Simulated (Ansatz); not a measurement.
# SiC (P6_3mc):N_C, thermodynamic levels from a 108-atom cell

Aim: at which Fermi levels does N_C in SiC (P6_3mc) change its charge? The model is a cell of 108 host atoms with 1 C taken out and 1 N put in.

Calculated with Ansatz 0.2.0; place-levels on r2SCAN runs: charge-transition levels and formation energies with image-charge correction and potential alignment at the atomic sites; PAW set soft_1.

The experiments to compare with:

“Charge spill-out and work function of few-layer graphene on SiC(0001)” (2018, arxiv:1806.04908) quotes from earlier work for SiC, 6H (bulk crystal, literature): band gap (indirect gap, experimental literature value) 3.03 eV [Literature value cited in passing in the theory part; temperature and measurement method …].

Most raw output is cut from this account.

### 1. The starting structure

The cell holds 108 atoms: 54 Si, 53 C and 1 N. Its edges and angles: a = 9.236 Å, b = 9.236 Å, c = 15.108 Å, α = 90.0°, β = 90.0°, γ = 120.0°. It derives from SiC (space group P6_3mc). Nearest the centre at fractional (0.556, 0.444, 0.542): N59 at 0.00 Å, Si89 at 1.89 Å, Si53 at 1.89 Å, Si101 at 1.89 Å, Si51 at 1.89 Å, C23 at 3.08 Å, C47 at 3.08 Å, C11 at 3.08 Å.

The host's dielectric constants go in as inputs: (7.09, 7.09, 7.35) for the electrons alone, (10.43, 10.43, 10.95) with the ions, computed on the host (DFPT, PBEsol, on the r2SCAN cell), and a cell off the functional's own equilibrium shifts the ionic part.

The cell's shortest repeat is 9.2 Å.

### 2. Charge states

Levels follow from differences of total energies between charge states, each relaxed by itself.

Random displacements of about 0.05 Å break the site symmetry at the start, so that the relaxation can reach a distorted minimum if there is one. Forces are taken at one point at (¼, ¼, ¼). The cell holds 1 electron more than the neutral one, with a uniform background that keeps it neutral on the whole.

The sampling was tested on the host first: at the k-points planned (1x1x1 shifted 0.25 0.25 0.25) its energy lies -0.041 eV an atom from the dense-mesh value, a large miss, so this sampling is coarse for the host.

One state's input; the others differ in charge, spin, start and seed, and in occupations where the table says so.

qm1.relax/input.yaml

```yaml
crystal:
  lattice:
    - [3.07866498, 0.0, 0.0]
    - [-1.53933249, 2.66620208, 0.0]
    - [0.0, 0.0, 15.1078644]
  atoms:
    - { symbol: Si, position: [0.33333333, 0.66666667, 0.8329854] }
    - { symbol: Si, position: [0.66666667, 0.33333333, 0.3329854] }
    - { symbol: Si, position: [0.66666667, 0.33333333, 0.66650102] }
    - { symbol: Si, position: [0.33333333, 0.66666667, 0.16650102] }
    - { symbol: Si, position: [0.0, 0.0, 0.49972248] }
    - { symbol: Si, position: [0.0, 0.0, 0.99972248] }
    - { symbol: C, position: [0.0, 0.0, 0.87436694] }
    - { symbol: C, position: [0.0, 0.0, 0.37436694] }
    - { symbol: C, position: [0.33333333, 0.66666667, 0.70799668] }
    - { symbol: C, position: [0.66666667, 0.33333333, 0.20799668] }
    - { symbol: C, position: [0.66666667, 0.33333333, 0.54152848] }
    - { symbol: C, position: [0.33333333, 0.66666667, 0.04152848] }
  supercell: [3, 3, 1]
  defects: [{ substitution: { at: 58, symbol: "N" } }]
total_charge: -1
basis:
  ecutwfc: 500
  xc_grid: 2
hamiltonian:
  xc: r2scan
  pseudopotentials: { kind: paw, azcp: { folder: soft_1 } }
kpoints:
  mp_grid: { grid: [1, 1, 1], shift: [0.25, 0.25, 0.25] }
scf:
  occupations: { method: fixed }
  max_iter: 60
output:
  forces: true
  charged_corrections:
    epsilon: [7.09, 7.09, 7.35]
    static_epsilon: [10.43, 10.43, 10.95]
relax:
  f_tol: 0.02
  max_steps: 80
  random_displacement: { amplitude: 0.05, seed: 4481 }
checkpoint:
  write: "../qm1.relax.run"
  compress: false
  write_wavefunctions: true
  write_every: 100000
```

Run with:

```console
ansatz run input.yaml --threads 4 --pin off --max-ram 15073MiB --backend cpu --events-out ev --progress --plain --runs-dir out
```

Defect states can disperse in a cell of this size, so the energy is taken again at a 2×2×2 shifted mesh, on the relaxed structure.

The run of this state that the levels use, under r2SCAN:

qm1.point/input.yaml

```yaml
crystal:
  checkpoint: "../qm1.relax.run"
  host: checkpoint
total_charge: -1
basis:
  ecutwfc: 500
  xc_grid: 2
hamiltonian:
  xc: r2scan
  pseudopotentials: { kind: paw, azcp: { folder: soft_1 } }
kpoints:
  mp_grid: { grid: [2, 2, 2], shift: [0.5, 0.5, 0.5] }
scf:
  occupations: { method: fermi_dirac, width: 0.01 }
  max_iter: 60
output:
  forces: true
  eigenvalues: true
  charged_corrections:
    epsilon: [7.09, 7.09, 7.35]
    static_epsilon: [10.43, 10.43, 10.95]
    defect_position: [0.555556, 0.444444, 0.541528]
  eigenstates: { localisation: true }
  populations: true
  band_densities: [{ bands: [v1, v1] }, { bands: [c1, c1] }]
  write_density: true
  write_potential: true
  volumetric_format: npy
checkpoint:
  read: "../qm1.relax.run"
  write: "../qm1.point.run"
  compress: false
  write_wavefunctions: false
  write_every: 100000
```

Relaxations under r2SCAN at one point at (¼, ¼, ¼); times on 4 threads of Arm Neoverse V1, shared host:

```
charge  moment (μB)  occupations    outcome  steps  largest displacement against the far atoms (Å)     time
    −1            0        fixed  converged      7                                            0.05  4.7 min
     0            1        fixed  converged      5                                            0.04  7.4 min
    +1            0        fixed  converged      5                                            0.03  3.5 min
    −1            2        fixed  converged      5                                            0.05  8.5 min
```

Single points under r2SCAN at a 2×2×2 shifted mesh; times on 4 threads of Arm Neoverse V1, shared host:

| charge | moment (μB) | occupations | outcome | time |
| --- | --- | --- | --- | --- |
| −1 | 0 | fermi-dirac | converged | 4.4 min |
| 0 | 1 | fermi-dirac | converged | 9.4 min |
| +1 | 0 | fermi-dirac | converged | 4.2 min |
| −1 | 2 | fermi-dirac | converged | 9.8 min |

Distances (Å) from N59 to the nearest atoms after relaxation with r2SCAN:

| charge | moment (μB) | 1. | 2. | 3. | 4. | 5. | 6. |
| --- | --- | --- | --- | --- | --- | --- | --- |
| −1 | 0 | Si 1.91 | Si 1.92 | Si 1.92 | Si 1.93 | C 3.04 | C 3.05 |
| −1 | 2 | Si 1.91 | Si 1.91 | Si 1.92 | Si 1.92 | C 3.05 | C 3.05 |
| 0 | 1 | Si 1.91 | Si 1.92 | Si 1.92 | Si 1.92 | C 3.05 | C 3.06 |
| +1 | 0 | Si 1.91 | Si 1.91 | Si 1.91 | Si 1.91 | C 3.06 | C 3.06 |

### 3. Placing the levels, r2SCAN

A charged cell interacts with its images and the background, and its potential has another zero than the host's. place-levels removes the first by a point-charge model, screened by the static dielectric constant since the ions have relaxed around the charge, and the second by comparing potentials at atoms far from the defect.

The host is a run of the defect-free crystal in the same cutoffs, grids and k-points, so that basis and sampling errors cancel in part in the differences. The host is run in a cell of 12 atoms on a matching mesh. Its band edges are searched through the zone by a band path, so the gap is smaller than, or equal to, that on the mesh. Chemical potentials are energies per atom of C (diamond) and N (N2 molecule), run with the same functional and cutoff. Carbon is taken as diamond, which semilocal functionals can put about 0.1 eV an atom over graphite.

levels.point.yaml

```yaml
host:
  run: host.point.run
states: [qm1.point.run, q0_M1.point.run, qp1.point.run, qm1_M2.point.run]
geometry_from:
  qm1.point.run: qm1.relax.run
  q0_M1.point.run: q0_M1.relax.run
  qp1.point.run: qp1.relax.run
  qm1_M2.point.run: qm1_M2.relax.run
  host.point.run: host.relax.run
chemical_potentials:
  C:
    energy: -251.553391
    dataset: "<sha256 of the dataset>"
  "N":
    energy: -384.814403
    dataset: "<sha256 of the dataset>"
epsilon: [7.09, 7.09, 7.35]
static_epsilon: [10.43, 10.43, 10.95]
vertical:
  - { from: qm1.point.run, to: qm1.point_neutral.run }
  - { from: qp1.point.run, to: qp1.point_neutral.run }
  - { from: qm1_M2.point.run, to: qm1_M2.point_neutral.run }
```

Run with:

```console
ansatz place-levels levels.point.yaml -- --threads 4 --pin off --max-ram 15073MiB
```

The job ended after 0.63 s (4 threads of Arm Neoverse V1, shared host).

Levels between the charges placed, in eV above the valence top:

```
        gap (eV)  (+1/0)  (0/−1)
r2SCAN      2.37    2.41    2.41
```

Corrections by state:

```
charge  moment (μB)  image terms and alignment (eV)  band filling (eV)                                  ε used  over the lowest of its charge, as the program ranks them, band filling apart (eV)
    +1          0.0                           0.167                  -  principal values (10.43, 10.43, 10.95)                                                                              0.000
     0          1.0                           0.000             -0.007                                       -                                                                              0.000
    −1          0.0                           0.066             -0.312  principal values (10.43, 10.43, 10.95)                                                                              0.000
    −1          2.0                           0.041                  -  principal values (10.43, 10.43, 10.95)                                                                              0.059
```

The charged structures listed were also run neutral, and place-levels reads from each pair, by the potential or the spins, how wide the charge is by which they differ; that can be the carrier of either run.

```csv
charge,rms radius (Å),spread where it is widest against the cell (Å),wide from (Å),reading
+1,5.3,3.00,1.39,wide
−1,6.2,3.10,1.39,wide
```

The neutral runs of these pairs need not share the spin of the lowest neutral state, and very wide values only mean spread over the cell.

From the program's caveats on the states, each cut to its opening words:

- charge +1: how wide its charge is, is not read beside other atoms or cores, and a band state would take no correction
- charge 0 (1 μB): a band-filling correction moves a carrier to the host's band edge, which changes its energy by -0.007 eV
- charge 0 (1 μB): its sublattices stand up to 0.0097 Å off the host's, which by the two runs' forces adds about +0.01 eV to its energy against the host's, and moves the band [...]
- charge 0 (1 μB): its moments are held at its close (magnetization.spin_locking), by a field of 0.042 eV a Bohr magneton, and its energy and levels are of the state that this [...]
- charge 0 (1 μB), −1 (2 μB): flagged: stability check not made
- charge −1: it parts from the run at its places by a charge that spreads by about 3.1 Å along one vector (1.4 Å or more is wide), by its potential at epsilon [7.09, 7.09, [...]
- charge −1: a band-filling correction moves a carrier to the host's band edge, which changes its energy by -0.312 eV
- charge −1: its alignment with the host at atomic sites is doubtful: the mean over the far sites moves by -0.1106 eV from their farther parts to their nearer, more than [...]
- charge −1: the host's ions (past the first shell or, of a walk that freed a part, those that it held) aren't shown at rest: they stand up to 0.043 Å off their sites, 0.51 [...]
- charge −1: its sublattices stand up to 0.0203 Å off the host's, which by the two runs' forces adds about +0.03 eV to its energy against the host's, and moves the band [...]
- charge −1 (2 μB): it parts from the run at its places by a charge that spreads by about 3.9 Å along one vector (1.4 Å or more is wide), by its potential at epsilon [7.09, 7.09, [...]
- charge −1 (2 μB): its alignment with the host at atomic sites is doubtful: the mean over the far sites moves by -0.1474 eV from their farther parts to their nearer, more than [...]
- charge −1 (2 μB): its sublattices stand up to 0.0195 Å off the host's, which by the two runs' forces adds about +0.03 eV to its energy against the host's, and moves the band [...]
- charge −1 (2 μB): its moments are held at its close (magnetization.spin_locking), by a field of 0.085 eV a Bohr magneton, and its energy and levels are of the state that this [...]

Formation energies (eV), elemental references (Δμ(C) = 0.00 eV, Δμ(N) = 0.00 eV):

```csv
charge,Fermi level at the valence top,at the conduction bottom
+1,-2.15,0.22
0,0.26,0.26
−1,2.67,0.30
```

### 4. The same at the relaxations' own k-points

The relaxations' own energies give the levels at their sampling, for comparison.

levels.relax_mesh.yaml

```yaml
host:
  run: host.relax.run
states: [qm1.relax.run, q0_M1.relax.run, qp1.relax.run, qm1_M2.relax.run]
chemical_potentials:
  C:
    energy: -251.553391
    dataset: "<sha256 of the dataset>"
  "N":
    energy: -384.814403
    dataset: "<sha256 of the dataset>"
```

Run with:

```console
ansatz place-levels levels.relax_mesh.yaml -- --threads 4 --pin off --max-ram 15073MiB
```

It took 0.19 s on 4 threads.

Levels between neighbouring charges, in eV above the valence top:

```csv
,gap (eV),(+1/0),(0/−1)
"one point at (¼, ¼, ¼)",2.38,2.42,2.39
a 2×2×2 shifted mesh,2.37,2.41,2.41
```

Going from one point at (¼, ¼, ¼) to a 2×2×2 shifted mesh moves formation energies against the elements by up to 0.04 eV; band-filling terms, which differ between samplings, are in these energies.

### 5. What came out

| Item | Value |
| --- | --- |
| gap of the host | 2.37 eV (r2SCAN) |
| level (plus 1/0) | 2.41 eV above the valence top, past the conduction bottom, not a change between lowest states (2.42 eV above the valence top without the band-filling term) |
| level (0/minus 1) | 2.41 eV above the valence top, past the conduction bottom, not a change between lowest states (2.72 eV above the valence top without the band-filling term) |
| lowest of the charges placed, just above the valence top (0.02 eV) | +1 |
| lowest of the charges placed, just below the conduction bottom (0.02 eV) | +1 |
| lowest formation energy at mid-gap of the charges run, elemental references | -0.97 eV |

In words: Of the charges placed (−1, 0 and +1), +1 is the lowest from 0.02 eV above the valence top to 0.02 eV below the conduction bottom, a gap of 2.37 eV. Charges above +1 were not placed, so these runs say nothing of levels that involve them. States placed: +1 at 0 μB; 0 at 1 μB; −1 at 0 μB and 2 μB. Other spin states or structures, where not listed, weren't placed. The program finds carriers beyond a band edge of the host and adds a band-filling term at charge −1 (-0.31 eV); steps to such a charge show no bound level, and a defect level inside a band would be read the same way. N is taken at its element; compounds, which aren't counted here, bound the chemical potentials and would shift these formation energies. Going from one point at (¼, ¼, ¼) to a 2×2×2 shifted mesh moves formation energies against the elements by up to 0.04 eV; band-filling terms, which differ between samplings, are in these energies. The program doubts the alignment of potentials for at least one state, a sign that the cell is small. Limits: r2SCAN makes the gap too small and tends to spread out bound carriers; where a gas molecule sets a chemical potential or the host's formation energy, its binding is uncorrected; force components of up to 0.33 eV/Å remain in a run at the final settings.

Computed beside measured:

| quantity | measured | r2SCAN |
| --- | --- | --- |
| band gap (least gap of the host) (eV) | 3.03 | 2.37 (-0.66 eV) |

Measured values from arxiv:1806.04908 (2018).

**Verdict.** The band gap is off by -0.66 eV: a clear miss. Local and semilocal functionals usually give gaps below the measured ones. Zero-point and thermal motion shift the measured gap.

[Logs are printed without paths, hosts, clocks, repeated set-up lines and the standing remarks that a program may print on its own settings, such as how far it seeks lower states.]

[Hosts, paths, dates, database ids (printed as entryN), source tags and the programs' standing remarks are cut or masked in the printed files.]

[Where a table of states has a column of steps, it counts the stored structures, which are thinned; the runs took as many ionic steps or more.]

[A defect's name tells the site on which it was built; relaxed atoms can leave that site.]

[For some hosts the program warned that the k-mesh of the response run may be too coarse for force constants and the static dielectric constant; such warnings are not shown here.]
